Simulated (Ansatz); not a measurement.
# One crystal, many levels of theory: WS2 (Tungstenite)

Aim: the gap of WS2 (Tungstenite) at several levels of theory on one structure, with the time that each takes.

Main program and level: Ansatz 0.2.0; density functionals, hybrids and G0W0, plane waves, PAW.

This is a report of a sequence of runs, with most program output left out.

In doubt: masses and optical values from hybrid runs of this build are listed as unsure (step 10), which bears on the screening that GW takes from such a start.

## Step 1: Set-up

Symmetry: P6_3/mmc, No. 194, hexagonal system. The conventional cell has a = 3.153 Å, b = 3.153 Å, c = 12.323 Å, α = 90.00°, β = 90.00°, γ = 120.00°. W has 6 S at 2.40 Å nearest. Nearest to S lie 3 W at 2.40 Å. Farther neighbours and most contacts between anions are not listed.

The cell and positions come from the Crystallography Open Database and are kept as given unless a step says otherwise. Spin-orbit coupling is left out unless a step names it. The default PAW set here is soft_2. Its files were made with PBE.

## Step 2: LDA on the 12×12×2 mesh

This step: DFT, LDA, plane waves, PAW.

File input.yaml:

```yaml
crystal:
  lattice:
    - [3.1532, 0.0, 0.0]
    - [-1.5766, 2.7307513032, 0.0]
    - [0.0, 0.0, 12.323]
  atoms:
    - { symbol: W, position: [0.3333333333, 0.6666666667, 0.25] }
    - { symbol: W, position: [0.6666666667, 0.3333333333, 0.75] }
    - { symbol: S, position: [0.3333333333, 0.6666666667, 0.6225] }
    - { symbol: S, position: [0.6666666667, 0.3333333333, 0.1225] }
    - { symbol: S, position: [0.3333333333, 0.6666666667, 0.8775] }
    - { symbol: S, position: [0.6666666667, 0.3333333333, 0.3775] }
kpoints:
  mp_grid: { grid: [12, 12, 2] }
  band_path:
    path:
      - [0.0, 0.0, 0.0]
      - [0.5, 0.0, 0.0]
      - [0.33333333, 0.33333333, 0.0]
      - [0.0, 0.0, 0.5]
      - [0.5, 0.0, 0.5]
      - [0.33333333, 0.33333333, 0.5]
      - [0.1666666667, 0.1666666667, 0.0]
    npoints: 1
hamiltonian:
  xc: lda
scf:
  occupations: { method: fixed }
  n_extra_bands: 6
output:
  eigenvalues: true
  forces: true
  stress: true
```

The run is started by

```console
$ ansatz run input.yaml --threads 2 --pin off --max-ram 92160MiB --backend cuda --events-out ev --progress --plain --runs-dir out --devices 1 --max-vram 13GiB  # rebuilt from the run's record
```

Run time: 5.2 s. Hardware: 1 × NVIDIA H100 80GB HBM3 (shared by 6 runs) with 2 threads of AMD EPYC 7R13 (Zen 3), shared host; peak memory 0.93 GiB.

Numbers from this step:

| Property | Result |
| --- | --- |
| pressure | -3.912 GPa |
| gap | 0.9014 eV |
| valence top at | Γ |
| conduction bottom at | k = (0.167, 0.167, 0.000) |
| least direct gap | 1.815 eV |

Over mesh and listed points the gap is 0.901 eV, from k = Γ to k = (0.167, 0.167, 0.000). The least direct gap found is 1.815 eV, at k = (0.333, 0.333, 0.000).

## Step 3: PBE on the 12×12×2 mesh

Levels along a band path and on the mesh show where this functional puts the band edges.

This step: DFT, PBE, plane waves, PAW.

input.yaml: that of step 2 with these lines changed.

```diff
@@ -16,14 +16,10 @@
     path:
-      - [0.0, 0.0, 0.0]
-      - [0.5, 0.0, 0.0]
-      - [0.33333333, 0.33333333, 0.0]
-      - [0.0, 0.0, 0.5]
-      - [0.5, 0.0, 0.5]
-      - [0.33333333, 0.33333333, 0.5]
-      - [0.1666666667, 0.1666666667, 0.0]
-    npoints: 1
+      - [[0.0, 0.0, 0.0], [0.5, 0.0, 0.0], [0.33333333, 0.33333333, 0.0], [0.0, 0.0, 0.0], [0.0, 0.0, 0.5], [0.5, 0.0, 0.5], [0.33333333, 0.33333333, 0.5], [0.0, 0.0, 0.5]]
+      - [[0.5, 0.0, 0.5], [0.5, 0.0, 0.0]]
+      - [[0.33333333, 0.33333333, 0.5], [0.33333333, 0.33333333, 0.0]]
+    npoints: 10
 hamiltonian:
-  xc: lda
+  xc: pbe
 scf:
-  occupations: { method: fixed }
+  occupations: { method: fermi_dirac, width: 0.02 }
   n_extra_bands: 6
@@ -33 +29,5 @@
   stress: true
+  write_density: true
+  write_potential: true
+  elf: true
+  volumetric_format: npy
```

Run time: 6.5 s. Hardware: 1 × NVIDIA H100 80GB HBM3 (shared by 6 runs) with 2 threads; peak memory 0.98 GiB.

Numbers from this step:

* pressure: 4.368 GPa
* filled bands: 26
* gap: 0.9762 eV
* valence top at: Γ
* conduction bottom at: k = (0.167, 0.167, 0.000)
* least direct gap: 1.839 eV

Over mesh and path the gap is 0.976 eV, from k = Γ to k = (0.167, 0.167, 0.000). The least direct gap found is 1.839 eV, at k = (0.333, 0.333, 0.000). The pressure in this cell is 4 GPa; the cell is kept. PBE against LDA: 0.976 − 0.901 = +0.075 eV, with the same mesh, files and cutoff, and both edges at the same k points.

## Step 4: PBE+SOC on the 12×12×2 mesh

This run has two-component orbitals with spin-orbit coupling.

This step: DFT, PBE with spin-orbit coupling, plane waves, PAW.

input.yaml, the sections that differ from step 3:

```yaml
kpoints:
  mp_grid: { grid: [12, 12, 2] }
  band_path:
    path:
      - [0.0, 0.0, 0.0]
      - [0.5, 0.0, 0.0]
      - [0.33333333, 0.33333333, 0.0]
      - [0.0, 0.0, 0.5]
      - [0.5, 0.0, 0.5]
      - [0.33333333, 0.33333333, 0.5]
      - [0.1666666667, 0.1666666667, 0.0]
    npoints: 1
scf:
  occupations: { method: fermi_dirac, width: 0.02 }
  n_extra_bands: 12
magnetization:
  noncollinear: true
  spin_orbit: true
# crystal, hamiltonian, output: as in step 3
```

Run time: 12 s. Hardware: 1 × NVIDIA H100 80GB HBM3 (shared by 6 runs) with 2 threads; peak memory 1.2 GiB; 14 s of CPU time.

This step gave:

```
pressure             : 4.296 GPa
gap                  : 0.9308 eV
valence top at       : Γ
conduction bottom at : k = (0.167, 0.167, 0.000)
least direct gap     : 1.648 eV
```

Over mesh and listed points the gap is 0.931 eV, from k = Γ to k = (0.167, 0.167, 0.000). The least direct gap found is 1.648 eV, at k = (0.333, 0.333, 0.000). The pressure in this cell is 4 GPa; the cell is kept. PBE+SOC against PBE: 0.931 − 0.976 = −0.045 eV, with the same mesh, set of files (read in its fully relativistic form for the spin-orbit run) and cutoff, and both edges at the same k points. The spin-orbit run sees mesh and listed points alone, so its gap is an upper bound: the coupling can move an edge off these points, and the change over the zone, its sign included where it is small, is not known.

## Step 5: r2SCAN on the 12×12×2 mesh

r2SCAN is a meta-GGA: it depends on the kinetic-energy density as well as on the density and its gradient.

This step: DFT, r2SCAN, plane waves, PAW.

input.yaml: that of step 4 with these lines changed.

```diff
@@ -25,9 +25,6 @@
 hamiltonian:
-  xc: pbe
+  xc: r2scan
 scf:
-  occupations: { method: fermi_dirac, width: 0.02 }
-  n_extra_bands: 12
-magnetization:
-  noncollinear: true
-  spin_orbit: true
+  occupations: { method: fixed }
+  n_extra_bands: 6
 output:
@@ -36,5 +33 @@
   stress: true
-  write_density: true
-  write_potential: true
-  elf: true
-  volumetric_format: npy
```

Elapsed: 8.7 s, on 1 × NVIDIA H100 80GB HBM3 (shared by 6 runs) with 2 threads; peak memory 1 GiB; 6.6 s of CPU time.

This step gave:

```
pressure             : 2.360 GPa
gap                  : 1.085 eV
valence top at       : Γ
conduction bottom at : k = (0.167, 0.167, 0.000)
least direct gap     : 1.968 eV
```

Over mesh and listed points the gap is 1.085 eV, from k = Γ to k = (0.167, 0.167, 0.000). The least direct gap found is 1.968 eV, at k = (0.333, 0.333, 0.000). r2SCAN against PBE: 1.085 − 0.976 = +0.109 eV. The runs also differ in plane-wave cutoff (420 eV and 500 eV), so how much of this comes from the functional alone is not known.

## Step 6: HSE06 on the 6×6×2 mesh

HSE06 mixes in a quarter of exact exchange at short range.

This step: DFT, HSE06, plane waves, PAW.

input.yaml: that of step 5 with these lines changed.

```diff
@@ -13,3 +13,3 @@
 kpoints:
-  mp_grid: { grid: [12, 12, 2] }
+  mp_grid: { grid: [6, 6, 2] }
   band_path:
@@ -25,3 +25,3 @@
 hamiltonian:
-  xc: r2scan
+  xc: hse06
 scf:
@@ -31,3 +31 @@
   eigenvalues: true
-  forces: true
-  stress: true
```

It took 18 s on 1 × NVIDIA H100 80GB HBM3 (shared by 6 runs) with 2 threads; peak memory 1.3 GiB.

This step gave:

```yaml
gap: 1.501 eV
valence_top_at: Γ
conduction_bottom_at: k = (0.167, 0.167, 0.000)
least_direct_gap: 2.335 eV
exact_exchange_fraction: 0.25
```

Over mesh and listed points the gap is 1.501 eV, from k = Γ to k = (0.167, 0.167, 0.000). The least direct gap found is 2.335 eV, at k = (0.333, 0.333, 0.000). HSE06 against PBE: 1.501 − 0.976 = +0.525 eV. The runs also differ in mesh (12×12×2 and 6×6×2), so how much of this comes from the functional alone is not known.

## Step 7: PBE0 on the 6×6×2 mesh

PBE0 mixes in a quarter of exact exchange at all distances.

This step: DFT, PBE0, plane waves, PAW.

input.yaml: that of step 6 with these lines changed.

```diff
@@ -25,3 +25,3 @@
 hamiltonian:
-  xc: hse06
+  xc: pbe0
 scf:
@@ -31 +31,5 @@
   eigenvalues: true
+  write_density: true
+  write_potential: true
+  elf: true
+  volumetric_format: npy
```

Elapsed: 26 s, on 1 × NVIDIA H100 80GB HBM3 (shared by 6 runs) with 2 threads; peak memory 1.3 GiB.

This step gave:

```yaml
gap: 2.157 eV
valence_top_at: Γ
conduction_bottom_at: k = (0.167, 0.167, 0.000)
least_direct_gap: 2.992 eV
exact_exchange_fraction: 0.25
```

Over mesh and listed points the gap is 2.157 eV, from k = Γ to k = (0.167, 0.167, 0.000). The least direct gap found is 2.992 eV, at k = (0.333, 0.333, 0.000). PBE0 against HSE06: 2.157 − 1.501 = +0.656 eV, with the same mesh, files and cutoff, and both edges at the same k points.

## Step 8: DDH-PBE0 on the 6×6×2 mesh

The input asks for a share of exact exchange of one over the crystal's ε∞, which the program works out first.

This step: DFT, dielectric-dependent PBE0 (fraction 1/eps_inf of PBE), plane waves, PAW.

input.yaml: that of step 7 with these lines changed.

```diff
@@ -12,2 +12,3 @@
     - { symbol: S, position: [0.6666666667, 0.3333333333, 0.3775] }
+  host: atoms
 kpoints:
@@ -25,3 +26,6 @@
 hamiltonian:
-  xc: pbe0
+  xc:
+    exchange: pbe
+    correlation: pbe
+    exx: { coeff: inverse_dielectric }
 scf:
```

Run time: 50 s. Hardware: 1 × NVIDIA H100 80GB HBM3 (shared by 6 runs) with 2 threads; peak memory 2.1 GiB.

This step gave:

- gap: 1.384 eV
- valence top at: Γ
- conduction bottom at: k = (0.167, 0.167, 0.000)
- least direct gap: 2.245 eV
- exact-exchange fraction: 0.08864

Over mesh and listed points the gap is 1.384 eV, from k = Γ to k = (0.167, 0.167, 0.000). The least direct gap found is 2.245 eV, at k = (0.333, 0.333, 0.000). DDH-PBE0 against PBE0: 1.384 − 2.157 = −0.773 eV, with the same mesh, files and cutoff, and both edges at the same k points.

## Step 9: G0W0@PBE, 6×6×2 mesh, 681 empty bands, screening to 200 eV

G0W0 replaces the xc potential by a self-energy built once from the orbitals of the start. Levels are corrected in the window of bands that the input names, at points of the mesh.

This step: G0W0 on PBE, plane waves, PAW.

File input.yaml:

```yaml
crystal:
  lattice:
    - [3.1532, 0.0, 0.0]
    - [-1.5766, 2.7307513032, 0.0]
    - [0.0, 0.0, 12.323]
  atoms:
    - { symbol: W, position: [0.3333333333, 0.6666666667, 0.25] }
    - { symbol: W, position: [0.6666666667, 0.3333333333, 0.75] }
    - { symbol: S, position: [0.3333333333, 0.6666666667, 0.6225] }
    - { symbol: S, position: [0.6666666667, 0.3333333333, 0.1225] }
    - { symbol: S, position: [0.3333333333, 0.6666666667, 0.8775] }
    - { symbol: S, position: [0.6666666667, 0.3333333333, 0.3775] }
kpoints:
  mp_grid: { grid: [6, 6, 2] }
hamiltonian:
  xc: pbe
scf:
  occupations: { method: fixed }
gw:
  n_empty_bands: 681
  ecut_chi: 200.0
  qp_bands: [v2, c2]
  qp_kpoints: band_edges
  screening: { model: contour_deformation }
```

Wall time 30 s (1 × NVIDIA H100 80GB HBM3 (shared by 6 runs) with 2 threads); peak memory 2.6 GiB.

This step gave:

* bands summed: 707
* RPA ε∞ on this mesh (eigenvalues): 5.917, 13.89, 13.89
* plane waves in the screening matrix: 689
* G0W0 gap over the corrected points: 1.387 eV
* k of the valence top: 0, 0, 0
* k of the conduction bottom: 0.1667, 0.1667, 0
* starting gap on the mesh: 0.9775 eV
* Z at the valence top: 0.7549
* Z at the conduction bottom: 0.7666
* least direct G0W0 gap over the corrected points: 2.311 eV

Over 10 of 14 irreducible mesh points the G0W0 gap is 1.387 eV, from k = Γ to k = (0.167, 0.167, 0.000). The PBE gap of this run on the mesh is 0.977 eV. The two states that bound the G0W0 gap lie that far apart at the start, so the correction of the gap is 1.387 − 0.977 = +0.410 eV.

## Step 10: G0W0@HSE06, 6×6×2 mesh, 316 empty bands, screening to 120 eV

This step: G0W0 on HSE06, plane waves, PAW.

input.yaml: that of step 9 with these lines changed.

```diff
@@ -15,3 +15,3 @@
 hamiltonian:
-  xc: pbe
+  xc: hse06
 scf:
@@ -19,4 +19,4 @@
 gw:
-  n_empty_bands: 681
-  ecut_chi: 200.0
+  n_empty_bands: 316
+  ecut_chi: 120
   qp_bands: [v2, c2]
```

Wall time 38 s (1 × NVIDIA H100 80GB HBM3 (shared by 6 runs) with 2 threads); peak memory 1.8 GiB; 51 s of CPU time.

This step gave:

```
bands summed                                    : 342
RPA ε∞ on this mesh (eigenvalues)               : 4.980, 11.17, 11.17
plane waves in the screening matrix             : 317
G0W0 gap over the corrected points              : 1.551 eV
k of the valence top                            : 0, 0, 0
k of the conduction bottom                      : 0.1667, 0.1667, 0
starting gap on the mesh                        : 1.501 eV
Z at the valence top                            : 0.7824
Z at the conduction bottom                      : 0.7917
least direct G0W0 gap over the corrected points : 2.490 eV
```

Over 10 of 14 irreducible mesh points the G0W0 gap is 1.551 eV, from k = Γ to k = (0.167, 0.167, 0.000). The HSE06 gap of this run on the mesh is 1.501 eV. The two states that bound the G0W0 gap lie that far apart at the start, so the correction of the gap is 1.551 − 1.501 = +0.050 eV. G0W0@HSE06 against G0W0@PBE with 342 bands (a further run, in the table below): 1.551 − 1.349 = +0.202 eV, with the same mesh, files and cutoffs, and both edges at the same k points.

(Part 1 of 2 ends here.)

[Paths, hosts, dates, memory and timing lines, banners, echoed tables and standing remarks are left out of the program output.]

[Logs are printed without paths, hosts, clocks, repeated set-up lines and the standing remarks that a program may print on its own settings, such as how far it seeks lower states.]

[Runs of the session that timed out or met a known fault of the program may be left out.]

[Cells called generated may have been cut or substituted from an entry of the Crystallography Open Database or the Materials Project.]

[Hosts, paths, dates, database ids (printed as entryN), source tags and the programs' standing remarks are cut or masked in the printed files.]

[Where an RPA ε∞ is given, it is that of the G0W0 mesh and is not shown converged in it. Names of k-points follow the symmetry that the program found, which can be lower than the space group named. Band edges on a path are those of the sampled points; other points can move an edge, and change direct to indirect where valleys lie close.]

[Hybrid gaps are those of their k-mesh and are not shown converged in it.]
